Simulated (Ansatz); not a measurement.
**Rb2YLuTe4: complex band structure**

Wanted: the relaxed cell of Rb2YLuTe4, its band edges and its decay constants. It is built by putting Lu for part of the Y in the RbYTe2 structure of space group P6_3/mmc, with the volume rescaled by atomic radii. The parent structure comes from the Materials Project.

Main program and level: Ansatz 0.2.0; PBEsol DFT, plane waves, PAW files, in the first sound run; inputs show where later runs differ.

The structure was built from a prototype and need not be the compound's stable phase.

### Step 1. The structure

It takes space group P-3m1 (No. 164, trigonal). Conventional cell: a = 4.509 Å, b = 4.509 Å, c = 17.008 Å, α = 90.00°, β = 90.00°, γ = 120.00°. Nearest to Rb lie 6 Te at 3.64 Å. Nearest to Y lie 6 Te at 3.11 Å. Nearest to Lu lie 6 Te at 3.11 Å. Nearest to Te lie 3 Lu at 3.11 Å and 3 Rb at 3.64 Å. Te has 3 Y at 3.11 Å and 3 Rb at 3.64 Å nearest. It derives from RbYTe2. Lu for part of the Y in the RbYTe2 structure of space group P6_3/mmc. Farther neighbours and most contacts between anions are not listed.

Coordinates:

```cif
data_structure
_symmetry_space_group_name_H-M 'P-3m1'
_symmetry_Int_Tables_number 164
_cell_length_a 4.5093
_cell_length_b 4.5093
_cell_length_c 17.0082
_cell_angle_alpha 90.000
_cell_angle_beta 90.000
_cell_angle_gamma 120.000
_cell_volume 299.51
loop_
_atom_site_label
_atom_site_type_symbol
_atom_site_symmetry_multiplicity
_atom_site_Wyckoff_symbol
_atom_site_fract_x
_atom_site_fract_y
_atom_site_fract_z
_atom_site_occupancy
Rb1 Rb 2 d 0.33333 0.66667 0.25000 1
Y1 Y 1 a 0.00000 0.00000 0.00000 1
Lu1 Lu 1 b 0.00000 0.00000 0.50000 1
Te1 Te 2 d 0.33333 0.66667 0.60014 1
Te2 Te 2 d 0.66667 0.33333 0.10014 1
```

### Step 2. Cell and atoms at rest

The substituted atoms don't fit the parent's cell, so cell and atoms relax together. A small smearing keeps the run stable in case the gap closes on the way.

The input, input.yaml:

```yaml
crystal:
  lattice:
    - [4.5092923364, 0.0, 0.0]
    - [-2.2546461682, 3.9051617164, 0.0]
    - [0.0, 0.0, 17.0082246367]
  atoms:
    - { symbol: Rb, position: [0.3333333333, 0.6666666667, 0.25] }
    - { symbol: Rb, position: [0.6666666667, 0.3333333333, 0.75] }
    - { symbol: "Y", position: [0.0, 0.0, 0.0] }
    - { symbol: Lu, position: [0.0, 0.0, 0.5] }
    - { symbol: Te, position: [0.3333333333, 0.6666666667, 0.60014039] }
    - { symbol: Te, position: [0.6666666667, 0.3333333333, 0.10014039] }
    - { symbol: Te, position: [0.6666666667, 0.3333333333, 0.39985961] }
    - { symbol: Te, position: [0.3333333333, 0.6666666667, 0.89985961] }
kpoints:
  mp_grid: { grid: [6, 6, 2] }
scf:
  occupations: { method: gaussian, width: 0.03 }
hamiltonian:
  xc: pbesol
output:
  forces: true
  stress: true
relax:
  f_tol: 0.02
  max_steps: 60
  cell: {}
```

On the command line:

```sh
> ansatz run input.yaml --threads 2 --pin off --max-ram 4096MiB --backend cpu --events-out ev --progress --plain --runs-dir out
```

Numbers of over 12 decimals in the logs are rounded to 6 here.

What it wrote:

```text
Engine: ansatz 0.2.0, x86_64-unknown-linux-gnu
Pseudopotentials: kind: paw
Pseudopotential: Rb, paw, valence charge 9, recommended cutoff 420 eV (normal), Rb.paw.azcp
Pseudopotential: Y, paw, valence charge 11, recommended cutoff 420 eV (normal), Y.paw.azcp
Pseudopotential: Lu, paw, valence charge 25, recommended cutoff 420 eV (normal), Lu.paw.azcp
Pseudopotential: Te, paw, valence charge 16, recommended cutoff 420 eV (normal), Te.paw.azcp
Functional definition: PBEsol
  exchange = pbesol_x
  correlation = pbesol_c
Crystal: 8 atoms, lattice volume = 299.507 Å³
Basis set: ecut = 420 eV, 5883 PW (Γ), exchange–correlation on 64×64×240 points (8 copies of the dense FFT grid, shifted against one another)
Bands: 71, of which v1, the nominal top of the filled ones, is band 59 counted from 1 (58 counted from 0)
Symmetry: 12 space group operations
Space group: P-3m1 (ITA 164), of the structure as read, at distance tolerance 6.7e-5 Å
k-points: 14 of 72
Non-local potential: Rb, projectors of the file, l = 0: 3, l = 1: 2, l = 2: 2
Non-local potential: Y, projectors of the file, l = 0: 3, l = 1: 2, l = 2: 2, l = 3: 1
Non-local potential: Lu, projectors of the file, l = 0: 3, l = 1: 2, l = 2: 2, l = 3: 3
Non-local potential: Te, projectors of the file, l = 0: 2, l = 1: 2, l = 2: 2, l = 3: 2
PAW form: soft (Blöchl's): semilocal exchange-correlation on the pseudo side does not see the compensation charge
PAW frozen core: Rb, regenerated for the run's functional, and the local potential with it (the file was generated under x = pbe(κ = 0.804, μ = 0.219515), c = pbe(β = 0.066725))
PAW frozen core: Y, regenerated for the run's functional, and the local potential with it (the file was generated under x = pbe(κ = 0.804, μ = 0.219515), c = pbe(β = 0.066725))
PAW frozen core: Lu, regenerated for the run's functional, and the local potential with it (the file was generated under x = pbe(κ = 0.804, μ = 0.219515), c = pbe(β = 0.066725))
PAW frozen core: Te, regenerated for the run's functional, and the local potential with it (the file was generated under x = pbe(κ = 0.804, μ = 0.219515), c = pbe(β = 0.066725))
PAW one-centre angular grid: Rb, 110 points (default); XC on 64 Gauss nodes
PAW one-centre angular grid: Y, 590 points (default); XC on 64 Gauss nodes
PAW one-centre angular grid: Lu, 590 points (default); XC on 64 Gauss nodes
PAW one-centre angular grid: Te, 590 points (default); XC on 64 Gauss nodes
Initial density: superposition of atomic densities (neutral atoms: chi_scale 0, normalization atom), corrected by the library's trained network
Initial wavefunctions: pseudopotential atomic-orbital guess
Functional: x = pbesol(κ = 0.804, μ = 0.123457), c = pbesol(β = 0.046)
SCF iter   1: F=—  HF=-52457.254106 eV  |F-HF|=—  |Δ(HF+E_count)|=         —  Δρ=2.26e-3  dr2=4.27e-2  ethr=1.77e-3  ⟨swp⟩=8.9  Hψ=4423  notcnv=0  defer=7
preconditioner: auto → Resta (q_TF=auto, 2.336 Å⁻¹)  ε∞=4.3  [insulator: Δε(μ)=1.267 eV  Ē_g=8.932 eV  σ=0.030 eV  W_gap=1.00  n_scr=66 (ndim 8)  ℏωp=16.3 eV  f_vac=0.074  D(μ)=0.00/eV (n_scr^D=0)  ε∞_Penn≈4.3]
SCF iter   2: F=—  HF=-52457.244576 eV  |F-HF|=—  |Δ(HF+E_count)|=   9.53e-3  Δρ=1.19e-3  dr2=6.54e-3  ethr=3.62e-5  ⟨swp⟩=3.7  Hψ=2177  notcnv=0  defer=73
SCF iter   3: F=—  HF=-52457.243144 eV  |F-HF|=—  |Δ(HF+E_count)|=   1.43e-3  Δρ=8.65e-4  dr2=2.72e-3  ethr=5.54e-6  ⟨swp⟩=3.0  Hψ=1978  notcnv=0  defer=73
SCF iter   4: F=—  HF=-52457.242046 eV  |F-HF|=—  |Δ(HF+E_count)|=   1.10e-3  Δρ=3.54e-4  dr2=6.52e-4  ethr=2.31e-6  ⟨swp⟩=2.7  Hψ=2242  notcnv=0  defer=73
SCF iter   5: F=—  HF=-52457.242110 eV  |F-HF|=—  |Δ(HF+E_count)|=   6.37e-5  Δρ=8.51e-5  dr2=4.60e-5  ethr=5.52e-7  ⟨swp⟩=2.0  Hψ=1747  notcnv=0  defer=73
SCF iter   6: F=—  HF=-52457.242315 eV  |F-HF|=—  |Δ(HF+E_count)|=   2.05e-4  Δρ=3.95e-5  dr2=7.62e-6  ethr=3.90e-8  ⟨swp⟩=3.0  Hψ=1885  notcnv=0  defer=73
SCF iter   7: F=—  HF=-52457.242324 eV  |F-HF|=—  |Δ(HF+E_count)|=   9.12e-6  Δρ=1.61e-5  dr2=8.29e-7  ethr=6.46e-9  ⟨swp⟩=2.1  Hψ=1512  notcnv=0  defer=73
SCF iter   8: F=—  HF=-52457.242324 eV  |F-HF|=—  |Δ(HF+E_count)|=   1.22e-7  Δρ=4.61e-6  dr2=1.23e-7  ethr=7.02e-10  ⟨swp⟩=3.0  Hψ=2222  notcnv=0  defer=73
SCF iter   9: F=-52457.242324 eV  HF=-52457.242324 eV  |F-HF|=3.44e-8  |Δ(HF+E_count)|=   1.85e-7  Δρ=1.91e-6  dr2=2.27e-8  ethr=8.47e-11  ⟨swp⟩=6.2  Hψ=4771  notcnv=0
SCF 1 converged in 9 iterations: F = -52457.242324 eV  dr2 = 2.27e-8
  greatest PAW one-centre occupation: 0.998 electrons in one spin orbital (limit 2), on the Te atom at site 7 (counted from 0), in its partial waves of l = 2
relax step   1: F+E_penalty+E_count = -52457.24232402 eV  Δ(F+E_penalty+E_count) = +0.000e0 eV  max|allowed force component| = 4.203e-1 eV/Å  Δτ_max = 0.0000 Å  P = -1.960 GPa  Ω = 299.507 Å³  (9 SCF iters, dr2 threshold 1.00e-7 eV, accepted)
Crystal: 8 atoms, lattice volume = 281.608 Å³
Basis set: ecut = 420 eV, 5545 PW (Γ), exchange–correlation on 64×64×240 points (8 copies of the dense FFT grid, shifted against one another)
Initial density: handed on by an earlier stage of this run
Initial wavefunctions: those handed on with the density
iter 1 solved again at ethr=1.02e-4 eV; its pass at ethr=3.10e-3 eV (dr2=1.20e-1 eV) is discarded
SCF iter   1: F=—  HF=-52457.337159 eV  |F-HF|=—  |Δ(HF+E_count)|=         —  Δρ=5.25e-3  dr2=1.20e-1  ethr=1.02e-4  ⟨swp⟩=3.8  Hψ=6134  notcnv=0
preconditioner: auto → Resta (q_TF=auto, 2.360 Å⁻¹)  ε∞=4.5  [insulator: Δε(μ)=1.107 eV  Ē_g=9.054 eV  σ=0.030 eV  W_gap=1.00  n_scr=66 (ndim 8)  ℏωp=16.9 eV  f_vac=0.065  D(μ)=0.00/eV (n_scr^D=0)  ε∞_Penn≈4.5]
SCF iter   2: F=—  HF=-52457.301687 eV  |F-HF|=—  |Δ(HF+E_count)|=   3.55e-2  Δρ=2.39e-3  dr2=2.21e-2  ethr=1.02e-4  ⟨swp⟩=4.9  Hψ=1955  notcnv=0
SCF iter   3: F=—  HF=-52457.297605 eV  |F-HF|=—  |Δ(HF+E_count)|=   4.08e-3  Δρ=8.69e-4  dr2=2.02e-3  ethr=1.87e-5  ⟨swp⟩=3.4  Hψ=2123  notcnv=0  defer=60
SCF iter   4: F=—  HF=-52457.295957 eV  |F-HF|=—  |Δ(HF+E_count)|=   1.65e-3  Δρ=5.98e-4  dr2=7.76e-4  ethr=1.71e-6  ⟨swp⟩=3.1  Hψ=2349  notcnv=0  defer=60
SCF iter   5: F=—  HF=-52457.296122 eV  |F-HF|=—  |Δ(HF+E_count)|=   1.65e-4  Δρ=1.83e-4  dr2=1.57e-4  ethr=6.58e-7  ⟨swp⟩=2.8  Hψ=1772  notcnv=0  defer=60
SCF iter   6: F=—  HF=-52457.296096 eV  |F-HF|=—  |Δ(HF+E_count)|=   2.68e-5  Δρ=7.11e-5  dr2=1.87e-5  ethr=1.33e-7  ⟨swp⟩=2.4  Hψ=1760  notcnv=0  defer=60
SCF iter   7: F=—  HF=-52457.296101 eV  |F-HF|=—  |Δ(HF+E_count)|=   5.74e-6  Δρ=2.27e-5  dr2=1.62e-6  ethr=1.58e-8  ⟨swp⟩=2.2  Hψ=1749  notcnv=0  defer=60
SCF iter   8: F=-52457.296103 eV  HF=-52457.296103 eV  |F-HF|=1.05e-7  |Δ(HF+E_count)|=   1.74e-6  Δρ=6.65e-6  dr2=2.25e-7  ethr=6.78e-10  ⟨swp⟩=6.1  Hψ=4975  notcnv=0
SCF 2 converged in 8 iterations: F = -52457.296103 eV  dr2 = 2.25e-7
  greatest PAW one-centre occupation: 0.998 electrons in one spin orbital (limit 2), on the Te atom at site 6 (counted from 0), in its partial waves of l = 2
relax step   2: F+E_penalty+E_count = -52457.29610330 eV  Δ(F+E_penalty+E_count) = -5.378e-2 eV  max|allowed force component| = 6.336e-1 eV/Å  Δτ_max = 0.1358 Å  P = +0.848 GPa  Ω = 281.608 Å³  energy of the carried Pulay correction = +1.846e-3 eV  (8 SCF iters, dr2 threshold 8.00e-7 eV, accepted)
Crystal: 8 atoms, lattice volume = 282.025 Å³
Basis set: ecut = 420 eV, 5559 PW (Γ), exchange–correlation on 64×64×240 points (8 copies of the dense FFT grid, shifted against one another)
iter 1 solved again at ethr=3.35e-5 eV; its pass at ethr=3.10e-3 eV (dr2=3.96e-2 eV) is discarded
SCF iter   1: F=—  HF=-52457.379675 eV  |F-HF|=—  |Δ(HF+E_count)|=         —  Δρ=3.74e-3  dr2=4.06e-2  ethr=3.35e-5  ⟨swp⟩=3.1  Hψ=5313  notcnv=0
preconditioner: auto → Resta (q_TF=auto, 2.360 Å⁻¹)  ε∞=4.5  [insulator: Δε(μ)=1.162 eV  Ē_g=9.019 eV  σ=0.030 eV  W_gap=1.00  n_scr=66 (ndim 8)  ℏωp=16.8 eV  f_vac=0.062  D(μ)=0.00/eV (n_scr^D=0)  ε∞_Penn≈4.5]
SCF iter   2: F=—  HF=-52457.367556 eV  |F-HF|=—  |Δ(HF+E_count)|=   1.21e-2  Δρ=1.61e-3  dr2=6.52e-3  ethr=3.35e-5  ⟨swp⟩=2.9  Hψ=1832  notcnv=0
SCF iter   3: F=—  HF=-52457.365567 eV  |F-HF|=—  |Δ(HF+E_count)|=   1.99e-3  Δρ=4.28e-4  dr2=4.46e-4  ethr=5.52e-6  ⟨swp⟩=2.4  Hψ=1846  notcnv=0
SCF iter   4: F=—  HF=-52457.365780 eV  |F-HF|=—  |Δ(HF+E_count)|=   2.12e-4  Δρ=1.68e-4  dr2=8.25e-5  ethr=3.78e-7  ⟨swp⟩=3.0  Hψ=2280  notcnv=0
SCF iter   5: F=—  HF=-52457.365686 eV  |F-HF|=—  |Δ(HF+E_count)|=   9.40e-5  Δρ=8.29e-5  dr2=2.16e-5  ethr=6.99e-8  ⟨swp⟩=3.1  Hψ=2281  notcnv=0
SCF iter   6: F=—  HF=-52457.365687 eV  |F-HF|=—  |Δ(HF+E_count)|=   1.88e-6  Δρ=2.05e-5  dr2=1.61e-6  ethr=1.83e-8  ⟨swp⟩=2.0  Hψ=1623  notcnv=0
SCF iter   7: F=-52457.365688 eV  HF=-52457.365688 eV  |F-HF|=3.16e-8  |Δ(HF+E_count)|=   8.31e-7  Δρ=6.10e-6  dr2=1.66e-7  ethr=6.78e-10  ⟨swp⟩=6.1  Hψ=4932  notcnv=0
SCF 3 converged in 7 iterations: F = -52457.365688 eV  dr2 = 1.66e-7
relax step   3: F+E_penalty+E_count = -52457.36568828 eV  Δ(F+E_penalty+E_count) = -6.958e-2 eV  max|allowed force component| = 6.449e-2 eV/Å  Δτ_max = 0.1115 Å  P = -0.013 GPa  Ω = 282.025 Å³  energy of the carried Pulay correction = +1.802e-3 eV  (7 SCF iters, dr2 threshold 8.00e-7 eV, accepted)
[...]
relax step   4: F+E_penalty+E_count = -52457.36687870 eV  Δ(F+E_penalty+E_count) = -1.190e-3 eV  max|allowed force component| = 7.211e-3 eV/Å  Δτ_max = 0.0123 Å  P = +0.005 GPa  Ω = 282.741 Å³  energy of the carried Pulay correction = +1.726e-3 eV  (6 SCF iters, dr2 threshold 2.60e-7 eV, accepted)
Basis set: ecut = 420 eV, 5559 PW (Γ), exchange–correlation on 60×60×240 points (8 copies of the dense FFT grid, shifted against one another)
Initial wavefunctions: pseudopotential atomic-orbital guess (no wavefunctions were taken with the density)
iter 1 solved again at ethr=1.45e-7 eV; its pass at ethr=3.10e-3 eV (dr2=1.71e-4 eV) is discarded
SCF iter   1: F=—  HF=-52457.365023 eV  |F-HF|=—  |Δ(HF+E_count)|=         —  Δρ=4.10e-5  dr2=7.20e-7  ethr=1.45e-7  ⟨swp⟩=6.1  Hψ=8421  notcnv=0
preconditioner: auto → Resta (q_TF=auto, 2.359 Å⁻¹)  ε∞=4.5  [insulator: Δε(μ)=1.188 eV  Ē_g=9.019 eV  σ=0.030 eV  W_gap=1.00  n_scr=66 (ndim 8)  ℏωp=16.8 eV  f_vac=0.062  D(μ)=0.00/eV (n_scr^D=0)  ε∞_Penn≈4.5]
SCF iter   2: F=—  HF=-52457.365215 eV  |F-HF|=—  |Δ(HF+E_count)|=   1.92e-4  Δρ=2.39e-5  dr2=5.07e-7  ethr=6.10e-10  ⟨swp⟩=3.0  Hψ=2598  notcnv=0
SCF iter   3: F=—  HF=-52457.365215 eV  |F-HF|=—  |Δ(HF+E_count)|=   9.40e-8  Δρ=1.04e-5  dr2=7.57e-8  ethr=4.30e-10  ⟨swp⟩=3.0  Hψ=1931  notcnv=0
SCF iter   4: F=—  HF=-52457.365215 eV  |F-HF|=—  |Δ(HF+E_count)|=   3.43e-8  Δρ=3.27e-6  dr2=1.19e-8  ethr=6.41e-11  ⟨swp⟩=3.0  Hψ=2391  notcnv=0
SCF iter   5: F=—  HF=-52457.365215 eV  |F-HF|=—  |Δ(HF+E_count)|=   6.00e-9  Δρ=5.75e-7  dr2=8.14e-10  ethr=1.01e-11  ⟨swp⟩=2.2  Hψ=1846  notcnv=0
SCF iter   6: F=—  HF=-52457.365215 eV  |F-HF|=—  |Δ(HF+E_count)|=  6.04e-10  Δρ=1.31e-7  dr2=1.09e-10  ethr=1.00e-12  ⟨swp⟩=2.7  Hψ=1816  notcnv=0
SCF iter   7: F=-52457.365215 eV  HF=-52457.365215 eV  |F-HF|=7.28e-12  |Δ(HF+E_count)|=  1.02e-10  Δρ=5.93e-8  dr2=2.24e-11  ethr=1.00e-12  ⟨swp⟩=6.0  Hψ=4860  notcnv=0
SCF 5 converged in 7 iterations: F = -52457.365215 eV  dr2 = 2.24e-11
relax step   5: F+E_penalty+E_count = -52457.36521532 eV  Δ(F+E_penalty+E_count) = +1.663e-3 eV  max|allowed force component| = 7.197e-3 eV/Å  Δτ_max = 0.0000 Å  P = +0.003 GPa  Ω = 282.741 Å³  stress off target by 2.75e-2 GPa  SCF on the basis re-selected at this cell (its energy is not comparable with the rows above)  (7 SCF iters)
basis re-selected at this cell: Δ(F+E_penalty+E_count) = +1.663e-3 eV, ΔP = -0.002 GPa vs the last step (what re-selecting the basis moved, of the pressure what is left beyond the Pulay correction that the steps carried, after the strain that the cell walked since its last selection, with what the two solves' SCF thresholds leave and, on support functions, any second-order correction that the steps lacked; it is no measure of the basis error at this ecutwfc). The dense FFT grid was sized anew with the basis: this SCF ran on 30×30×120 points, the steps before it on 32×32×120, so part of this shift can come from that change (see relax.cell in the input reference). [rest of the remark cut]
SCF converged after 7 iterations
Free energy (F): -52457.365215 eV
Harris-Foulkes:  -52457.365215 eV  (|F-HF|=7.28e-12)
Internal energy: -52457.365215 eV  (E = F + TS)
E sigma→0 (E₀):  -52457.365215 eV
Fermi energy:    8.059122 eV
--- Per-component energies (eV) ---
  E_band       = -1463.309673
  E_kinetic    = 1835.249456
  E_local      = -18943.245970  (includes V_loc(G=0)·N_el)
  E_nonlocal   = -246.515667
  E_hartree    = 9173.248837
  E_xc         = -1143.563031
  E_vxc        = -1149.520850  (∫ρ·V_xc dr)
  E_paw        = -33508.320777  (= ΣΔE_a)
  E_vpaw       = -1305.773824  (= ΣTr[D̂ρ^β])
  E_aug_tail   = -0.000694  (compensation charges beyond the density's cutoff)
  E_ewald      = -9627.304912
  E_core_change = 3.087543  (= ΣΔE_core)
  E_smearing   = -0.000000  (= −TS)
  E_closure    = 0.000000  (closes the sum)
  Σ components = -52457.365215   (vs F -52457.365215, Δ=0.00e0)
--- Forces (eV/Å), atoms counted from 1 ---
  atom   1  Rb     0.00000000     0.00000000     0.00099032
  atom   2  Rb     0.00000000    -0.00000000    -0.00099032
  atom   3  Y      0.00000000     0.00000000     0.00000000
  atom   4  Lu    -0.00000000     0.00000000     0.00000000
  atom   5  Te    -0.00000000    -0.00000000    -0.00123573
  atom   6  Te    -0.00000000     0.00000000     0.00719691
  atom   7  Te    -0.00000000     0.00000000     0.00123573
  atom   8  Te     0.00000000    -0.00000000    -0.00719691
  max |Σ_I F_I| component: 1.16e-18 eV/Å
--- Stress (GPa, compression-positive) ---
       -0.009917       0.000000       0.000000
        0.000000      -0.009917      -0.000000
        0.000000      -0.000000       0.027481
  P = ⅓ Tr σ = 0.0025 GPa (0.025 kbar)
--- Relaxed structure (4 steps of the walk, 4 accepted, 1 SCFs on fresh bases) ---
  F+E_penalty+E_count = -52457.36521532 eV   max|allowed force component| = 7.197e-3 eV/Å   (the final SCF, on the basis selected at the relaxed cell)
  cell:  # Å, volume = 282.7413 Å³
    - [4.407832, 0, 0]
    - [-2.203916, 3.817295, 0]
    - [0, 0, 16.803839]
  atoms:
    - { symbol: Rb, position: [0.333333, 0.666667, 0.251527] }
    - { symbol: Rb, position: [0.666667, 0.333333, 0.748473] }
    - { symbol: Y, position: [0, 0, 1.274915160922834e-19] }
    - { symbol: Lu, position: [0, 0, 0.5] }
    - { symbol: Te, position: [0.333333, 0.666667, 0.597987] }
    - { symbol: Te, position: [0.666667, 0.333333, 0.101663] }
    - { symbol: Te, position: [0.666667, 0.333333, 0.402013] }
    - { symbol: Te, position: [0.333333, 0.666667, 0.898337] }
```

It took 18 s on 2 threads of AMD EPYC 9R45, shared host; peak memory 0.85 GiB; 36 s of CPU time.

The steps of the relaxation:

| step | energy less that of the first step (eV) | largest force component (eV/Å) | pressure (GPa) | volume (Å³) |
| --- | --- | --- | --- | --- |
| 1 | 0.0000 | 0.4203 | -1.96 | 299.51 |
| 2 | -0.0538 | 0.6336 | 0.85 | 281.61 |
| 3 | -0.1234 | 0.0645 | -0.01 | 282.02 |
| 4 | -0.1246 | 0.0072 | 0.00 | 282.74 |
| 5* | -0.1229 | 0.0072 | 0.00 | 282.74 |

Relaxation steps marked * repeat the geometry before them on a plane-wave basis chosen anew for their cell, so energy and pressure can jump there.

Forces are held to the 12 operations that the run works with; a distortion that breaks them can't arise in this run.

| conventional cell, symmetrised | before | after | change |
| --- | --- | --- | --- |
| a (Å) | 4.509 | 4.408 | -2.3 % |
| b (Å) | 4.509 | 4.408 | -2.3 % |
| c (Å) | 17.008 | 16.804 | -1.2 % |
| volume (Å³/atom) | 37.44 | 35.34 | -5.6 % |

The atoms that moved most (Å, as changes of fractional coordinates times the final cell):

| atom | dx | dy | dz | length |
| --- | --- | --- | --- | --- |
| Te5 | 0.000 | 0.000 | -0.036 | 0.036 |
| Te7 | 0.000 | 0.000 | 0.036 | 0.036 |
| Rb1 | 0.000 | 0.000 | 0.026 | 0.026 |
| Rb2 | 0.000 | 0.000 | -0.026 | 0.026 |
| Te8 | 0.000 | 0.000 | -0.026 | 0.026 |
| Te6 | 0.000 | 0.000 | 0.026 | 0.026 |

Numbers from this step:

| Quantity | Value |
| --- | --- |
| free energy | -52457.3652 eV |
| Fermi energy | 8.059 eV |
| pressure | 0.002549 GPa |

The largest force component on a free atom ends at 0.0072 eV/Å.

[end of part 1 of 3]

[Logs are printed without paths, hosts, clocks, repeated set-up lines and the standing remarks that a program may print on its own settings, such as how far it seeks lower states.]

[Hosts, paths, dates, database ids (printed as entryN), source tags and the programs' standing remarks are cut or masked in the printed files.]
